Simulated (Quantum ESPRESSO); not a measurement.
**Collinear magnetic orders of Fe2O3 (Hematite) with Quantum ESPRESSO**

Does Fe2O3 (Hematite) prefer parallel or opposed moments, or none?

Method: PBE with U = 4.5 eV on Fe d (ortho-atomic projectors); plane waves with GBRV 1.5 PBE potentials, no spin-orbit coupling, in Quantum ESPRESSO 7.5.

### 1. Starting point

It takes space group R-3c (No. 167, trigonal). Conventional cell: a = 5.038 Å, b = 5.038 Å, c = 13.772 Å, α = 90.00°, β = 90.00°, γ = 120.00°. Nearest to Fe lie 6 O at 1.95 to 2.12 Å. Nearest to O lie 4 Fe at 1.95 to 2.12 Å. Farther neighbours and most contacts between anions are not listed.

Coordinates:

```cif
data_structure
_symmetry_space_group_name_H-M 'P 1'
_symmetry_Int_Tables_number 1
_cell_length_a 5.4346
_cell_length_b 5.4346
_cell_length_c 5.4346
_cell_angle_alpha 55.228
_cell_angle_beta 55.228
_cell_angle_gamma 55.228
_cell_volume 100.91
loop_
_atom_site_label
_atom_site_type_symbol
_atom_site_fract_x
_atom_site_fract_y
_atom_site_fract_z
_atom_site_occupancy
Fe1 Fe 0.35530 0.35530 0.35530 1
Fe2 Fe 0.14470 0.14470 0.14470 1
Fe3 Fe 0.64470 0.64470 0.64470 1
Fe4 Fe 0.85530 0.85530 0.85530 1
O5 O 0.55590 0.94410 0.25000 1
O6 O 0.25000 0.55590 0.94410 1
O7 O 0.94410 0.25000 0.55590 1
O8 O 0.44410 0.05590 0.75000 1
O9 O 0.75000 0.44410 0.05590 1
O10 O 0.05590 0.75000 0.44410 1
```

The cell comes from the Crystallography Open Database.

### 2. Run 1 (ferro ++++)

The signs are those of the starting moments on the seeded atoms, the atoms that are given a moment.

The input, pw.in:

```
&CONTROL
  calculation = 'scf'
  prefix = 'pwscf'
  outdir = './tmp'
  pseudo_dir = './pseudo'
  disk_io = 'nowf'
/
&SYSTEM
  ibrav = 0
  celldm(1) = 8
  nat = 10
  ntyp = 2
  ecutwfc = 40
  ecutrho = 280
  nbnd = 72
  occupations = 'smearing'
  smearing = 'fd'
  degauss = 0.00367493
  nspin = 2
  starting_magnetization(1) = 0.25
  starting_magnetization(2) = 0
/
&ELECTRONS
  conv_thr = 2d-08
  electron_maxstep = 150
  mixing_beta = 0.3
/
ATOMIC_SPECIES
Fe     55.8450 fe_pbe_v1.5.uspp.F.UPF
O      15.9990 o_pbe_v1.2.uspp.F.UPF
CELL_PARAMETERS alat
   0.5950275134915    0.3435392950923    1.0843878411890
  -0.5950275134915    0.3435392950923    1.0843878411890
   0.0000000000000   -0.6870785901845    1.0843878411890
ATOMIC_POSITIONS crystal
Fe      0.3553000000    0.3553000000    0.3553000000
Fe      0.1447000000    0.1447000000    0.1447000000
Fe      0.6447000000    0.6447000000    0.6447000000
Fe      0.8553000000    0.8553000000    0.8553000000
O       0.5559000000    0.9441000000    0.2500000000
O       0.2500000000    0.5559000000    0.9441000000
O       0.9441000000    0.2500000000    0.5559000000
O       0.4441000000    0.0559000000    0.7500000000
O       0.7500000000    0.4441000000    0.0559000000
O       0.0559000000    0.7500000000    0.4441000000
K_POINTS automatic
6 6 6 0 0 0
HUBBARD {ortho-atomic}
U Fe-3d 4.5000
```

Run with:

```sh
$ OMP_NUM_THREADS=1 mpirun -n 4 pw.x -nk 4 -in pw.in > pw.out
```

What it wrote:

```text
Program PWSCF v.7.5 starts

     Message from routine setup:
     using ibrav=0 with symmetry is DISCOURAGED, use correct ibrav instead

     K-points division:     npool     =       4
     Subspace diagonalization in iterative solution of the eigenvalue problem:

     G-vector sticks info
     --------------------
     sticks:   dense  smooth     PW     G-vecs:    dense   smooth      PW
     Sum        1937    1099    339                53915    23225    3907

     Using Slab Decomposition

     bravais-lattice index     =            0
     lattice parameter (alat)  =       8.0000  a.u.
     unit-cell volume          =     680.9564 (a.u.)^3
     number of atoms/cell      =           10
     number of atomic types    =            2
     number of electrons       =       100.00
     number of Kohn-Sham states=           72
     kinetic-energy cutoff     =      40.0000  Ry
     charge density cutoff     =     280.0000  Ry
     scf convergence threshold =      2.0E-08
     mixing beta               =       0.3000
     number of iterations used =            8  plain     mixing
     Exchange-correlation= SLA  PW   PBE  PBE
                           (   1   4   3   4   0   0   0)
     Hubbard projectors: ortho-atomic
     Hubbard parameters of DFT+U (Dudarev formulation) in eV:
     U(Fe-3d) =  4.5000

     Internal variables: lda_plus_u =T, lda_plus_u_kind = 0

     Internal variables: orbital_resolved =F, hub_pot_fix =F, apply_U = F

     celldm(1)=   8.000000  celldm(2)=   0.000000  celldm(3)=   0.000000
     celldm(4)=   0.000000  celldm(5)=   0.000000  celldm(6)=   0.000000

     crystal axes: (cart. coord. in units of alat)
               a(1) = (   0.595028   0.343539   1.084388 )
               a(2) = (  -0.595028   0.343539   1.084388 )
               a(3) = (   0.000000  -0.687079   1.084388 )

     reciprocal axes: (cart. coord. in units 2 pi/alat)
               b(1) = (  0.840297  0.485146  0.307393 )
               b(2) = ( -0.840297  0.485146  0.307393 )
               b(3) = (  0.000000 -0.970292  0.307393 )

     PseudoPot. # 1 for Fe read from file:
     fe_pbe_v1.5.uspp.F.UPF
     Pseudo is Ultrasoft + core correction, Zval = 16.0
     Generated by new atomic code, or converted to UPF format
     Using radial grid of  861 points,  6 beta functions with:
                l(1) =   0
                l(2) =   0
                l(3) =   1
                l(4) =   1
                l(5) =   2
                l(6) =   2
     Q(r) pseudized with  8 coefficients,  rinner =    1.000   1.000   1.000
                                                       1.000   1.000

     PseudoPot. # 2 for O  read from file:
     o_pbe_v1.2.uspp.F.UPF
     Pseudo is Ultrasoft + core correction, Zval =  6.0
     Generated by new atomic code, or converted to UPF format
     Using radial grid of  737 points,  5 beta functions with:
                l(1) =   0
                l(2) =   0
                l(3) =   1
                l(4) =   1
                l(5) =   2
     Q(r) pseudized with  8 coefficients,  rinner =    0.900   0.900   0.900
                                                       0.900   0.900

     atomic species   valence    mass     pseudopotential
     Fe               16.00    55.84500     Fe( 1.00)
     O                 6.00    15.99900     O ( 1.00)

     Starting magnetic structure
     atomic species   magnetization
     Fe              0.250
     O               0.000

     12 Sym. Ops., with inversion, found ( 6 have fractional translation)

   Cartesian axes

     site n.     atom                  positions (alat units)
         1        Fe     tau(   1) = (  -0.0000000   0.0000000   1.1558490  )
         2        Fe     tau(   2) = (  -0.0000000   0.0000000   0.4707328  )
         3        Fe     tau(   3) = (   0.0000000   0.0000000   2.0973145  )
         4        Fe     tau(   4) = (   0.0000000   0.0000000   2.7824308  )
         5        O      tau(   5) = (  -0.2309897   0.3435393   1.8976787  )
         6        O      tau(   6) = (  -0.1820189  -0.3718126   1.8976787  )
         7        O      tau(   7) = (   0.4130086   0.0282733   1.8976787  )
         8        O      tau(   8) = (   0.2309897  -0.3435393   1.3554848  )
         9        O      tau(   9) = (   0.1820189   0.3718126   1.3554848  )
        10        O      tau(  10) = (  -0.4130086  -0.0282733   1.3554848  )

     number of k points=    32  Fermi-Dirac smearing, width (Ry)=  0.0037
                       cart. coord. in units 2pi/alat
        k(    1) = (   0.0000000   0.0000000   0.0000000), wk =   0.0046296
        k(    2) = (   0.0000000  -0.1617153   0.0512322), wk =   0.0277778
        k(    3) = (   0.0000000  -0.3234306   0.1024644), wk =   0.0277778
        k(    4) = (  -0.0000000   0.4851459  -0.1536965), wk =   0.0138889
        k(    5) = (  -0.1400495  -0.0808576   0.1024644), wk =   0.0277778
        [... 27 further k-points ...]

     Dense  grid:    53915 G-vectors     FFT dimensions: (  60,  60,  60)

     Smooth grid:    23225 G-vectors     FFT dimensions: (  48,  48,  48)

     Check: negative core charge=   -0.000040
     Generating pointlists ...
     new r_m :   0.1896 (alat units)  1.5167 (a.u.) for type    1
     new r_m :   0.1896 (alat units)  1.5167 (a.u.) for type    2

     Initial potential from superposition of free atoms

     starting charge      96.0000, renormalised to     100.0000

     STARTING HUBBARD OCCUPATIONS:

     =================== HUBBARD OCCUPATIONS ===================
     ------------------------ ATOM    1 ------------------------
     Tr[ns(  1)] (up, down, total) =   5.00000  0.00000  5.00000
     Atomic magnetic moment for atom   1 =   5.00000
     [... lines left out ...]
     ------------------------ ATOM    2 ------------------------
     Tr[ns(  2)] (up, down, total) =   5.00000  0.00000  5.00000
     Atomic magnetic moment for atom   2 =   5.00000
     [... lines left out ...]
     ------------------------ ATOM    3 ------------------------
     Tr[ns(  3)] (up, down, total) =   5.00000  0.00000  5.00000
     Atomic magnetic moment for atom   3 =   5.00000
     [... lines left out ...]
     ------------------------ ATOM    4 ------------------------
     Tr[ns(  4)] (up, down, total) =   5.00000  0.00000  5.00000
     Atomic magnetic moment for atom   4 =   5.00000
     [... lines left out ...]
     Number of occupied Hubbard levels =   20.0000

     Atomic wfc used for Hubbard projectors are orthogonalized

     Starting wfcs are   76 randomized atomic wfcs

     Self-consistent Calculation

     iteration #  1     ecut=    40.00 Ry     beta= 0.30
     Davidson diagonalization with overlap
     ethr =  1.00E-02,  avg # of iterations =  3.8

     =================== HUBBARD OCCUPATIONS ===================
     ------------------------ ATOM    1 ------------------------
     Tr[ns(  1)] (up, down, total) =   4.92314  0.23430  5.15745
     Atomic magnetic moment for atom   1 =   4.68884
     [... lines left out ...]
     ------------------------ ATOM    2 ------------------------
     Tr[ns(  2)] (up, down, total) =   4.92314  0.23430  5.15745
     Atomic magnetic moment for atom   2 =   4.68884
     [... lines left out ...]
     ------------------------ ATOM    3 ------------------------
     Tr[ns(  3)] (up, down, total) =   4.92314  0.23430  5.15745
     Atomic magnetic moment for atom   3 =   4.68884
     [... lines left out ...]
     ------------------------ ATOM    4 ------------------------
     Tr[ns(  4)] (up, down, total) =   4.92314  0.23430  5.15745
     Atomic magnetic moment for atom   4 =   4.68884
     [... lines left out ...]
     Number of occupied Hubbard levels =   20.6298

     total energy              =   -1193.83188617 Ry
     estimated scf accuracy    <       4.12870784 Ry

     total magnetization       =    20.00 Bohr mag/cell
     absolute magnetization    =    20.00 Bohr mag/cell

     iteration #  2     ecut=    40.00 Ry     beta= 0.30
     Davidson diagonalization with overlap
     ethr =  4.13E-03,  avg # of iterations =  1.5

     total energy              =   -1194.59585696 Ry
     estimated scf accuracy    <       0.22752816 Ry

     total magnetization       =    20.00 Bohr mag/cell
     absolute magnetization    =    20.00 Bohr mag/cell

     iteration #  3     ecut=    40.00 Ry     beta= 0.30
     Davidson diagonalization with overlap
     ethr =  2.28E-04,  avg # of iterations =  3.4

     total energy              =   -1194.64576170 Ry
     estimated scf accuracy    <       0.09116366 Ry

     total magnetization       =    20.00 Bohr mag/cell
     absolute magnetization    =    20.00 Bohr mag/cell

     [... further iterations left out ...]

     iteration #  9     ecut=    40.00 Ry     beta= 0.30
     Davidson diagonalization with overlap
     ethr =  7.73E-08,  avg # of iterations =  1.5

     total energy              =   -1194.66531934 Ry
     estimated scf accuracy    <       0.00000143 Ry

     total magnetization       =    20.00 Bohr mag/cell
     absolute magnetization    =    20.00 Bohr mag/cell

     iteration # 10     ecut=    40.00 Ry     beta= 0.30
     Davidson diagonalization with overlap
     ethr =  1.43E-09,  avg # of iterations =  2.0

     total energy              =   -1194.66532003 Ry
     estimated scf accuracy    <       0.00000006 Ry

     total magnetization       =    20.00 Bohr mag/cell
     absolute magnetization    =    20.00 Bohr mag/cell

     iteration # 11     ecut=    40.00 Ry     beta= 0.30
     Davidson diagonalization with overlap
     ethr =  6.05E-11,  avg # of iterations =  1.6

     total energy              =   -1194.66532020 Ry
     estimated scf accuracy    <       0.00000004 Ry

     total magnetization       =    20.00 Bohr mag/cell
     absolute magnetization    =    20.00 Bohr mag/cell

     iteration # 12     ecut=    40.00 Ry     beta= 0.30
     Davidson diagonalization with overlap
     ethr =  3.59E-11,  avg # of iterations =  2.0

     Magnetic moment per site  (integrated on atomic sphere of radius R)
     atom   1 (R=0.190)  charge= 12.8531  magn=  3.9690
     atom   2 (R=0.190)  charge= 12.8531  magn=  3.9690
     atom   3 (R=0.190)  charge= 12.8531  magn=  3.9690
     atom   4 (R=0.190)  charge= 12.8531  magn=  3.9690
     atom   5 (R=0.190)  charge=  5.4203  magn=  0.3775
     atom   6 (R=0.190)  charge=  5.4203  magn=  0.3775
     atom   7 (R=0.190)  charge=  5.4203  magn=  0.3775
     atom   8 (R=0.190)  charge=  5.4203  magn=  0.3775
     atom   9 (R=0.190)  charge=  5.4203  magn=  0.3775
     atom  10 (R=0.190)  charge=  5.4203  magn=  0.3775

     End of self-consistent calculation

     =================== HUBBARD OCCUPATIONS ===================
     ------------------------ ATOM    1 ------------------------
     Tr[ns(  1)] (up, down, total) =   4.98398  0.67987  5.66386
     Atomic magnetic moment for atom   1 =   4.30411
     [... lines left out ...]
     ------------------------ ATOM    2 ------------------------
     Tr[ns(  2)] (up, down, total) =   4.98398  0.67987  5.66386
     Atomic magnetic moment for atom   2 =   4.30411
     [... lines left out ...]
     ------------------------ ATOM    3 ------------------------
     Tr[ns(  3)] (up, down, total) =   4.98398  0.67987  5.66386
     Atomic magnetic moment for atom   3 =   4.30411
     [... lines left out ...]
     ------------------------ ATOM    4 ------------------------
     Tr[ns(  4)] (up, down, total) =   4.98398  0.67987  5.66386
     Atomic magnetic moment for atom   4 =   4.30411
     [... lines left out ...]
     Number of occupied Hubbard levels =   22.6554

     [... lines left out ...]
     the Fermi energy is    11.6857 ev

!    total energy              =   -1194.66532038 Ry
     estimated scf accuracy    <          8.8E-10 Ry
     smearing contrib. (-TS)   =      -0.00000005 Ry
     internal energy E=F+TS    =   -1194.66532033 Ry

     The total energy is F=E-TS. E is the sum of the following terms:
     one-electron contribution =    -641.75635851 Ry
     hartree contribution      =     369.29591432 Ry
     xc contribution           =    -161.11682589 Ry
     ewald contribution        =    -761.46415663 Ry
     Hubbard energy            =       0.37610639 Ry

     total magnetization       =    20.00 Bohr mag/cell
     absolute magnetization    =    20.00 Bohr mag/cell

     convergence has been achieved in  12 iterations

=------------------------------------------------------------------------------=
   JOB DONE.
=------------------------------------------------------------------------------=
```

Run time: 88 s. Hardware: 4 MPI ranks of Intel Xeon Platinum 8488C (Sapphire Rapids), shared host; peak memory 0.82 GiB.

Spin moment in the atom's sphere by atom:

```csv
atom,spin moment in the atom's sphere (μB)
Fe1,3.97
Fe2,3.97
Fe3,3.97
Fe4,3.97
O5,0.38
O6,0.38
O7,0.38
O8,0.38
O9,0.38
O10,0.38
```

Read from the output:

```
smearing term TS       : 6.59e-7 eV
magnetization          : 20 μB
absolute magnetization : 20 μB
final state            : ferromagnetic
```

(Part 1 of 3 ends here.)

[Logs and program files are shortened in this print: banners, set-up blocks, solver, clock and traceback lines can be left out without a mark of their own.]

[Logs are printed without paths, hosts, clocks, repeated set-up lines and the standing remarks that a program may print on its own settings, such as how far it seeks lower states.]

[Hosts, paths, dates, database ids (printed as entryN), source tags and the programs' standing remarks are cut or masked in the printed files.]

[Where a cell is said to come from a database of computed structures, the database is the Materials Project.]
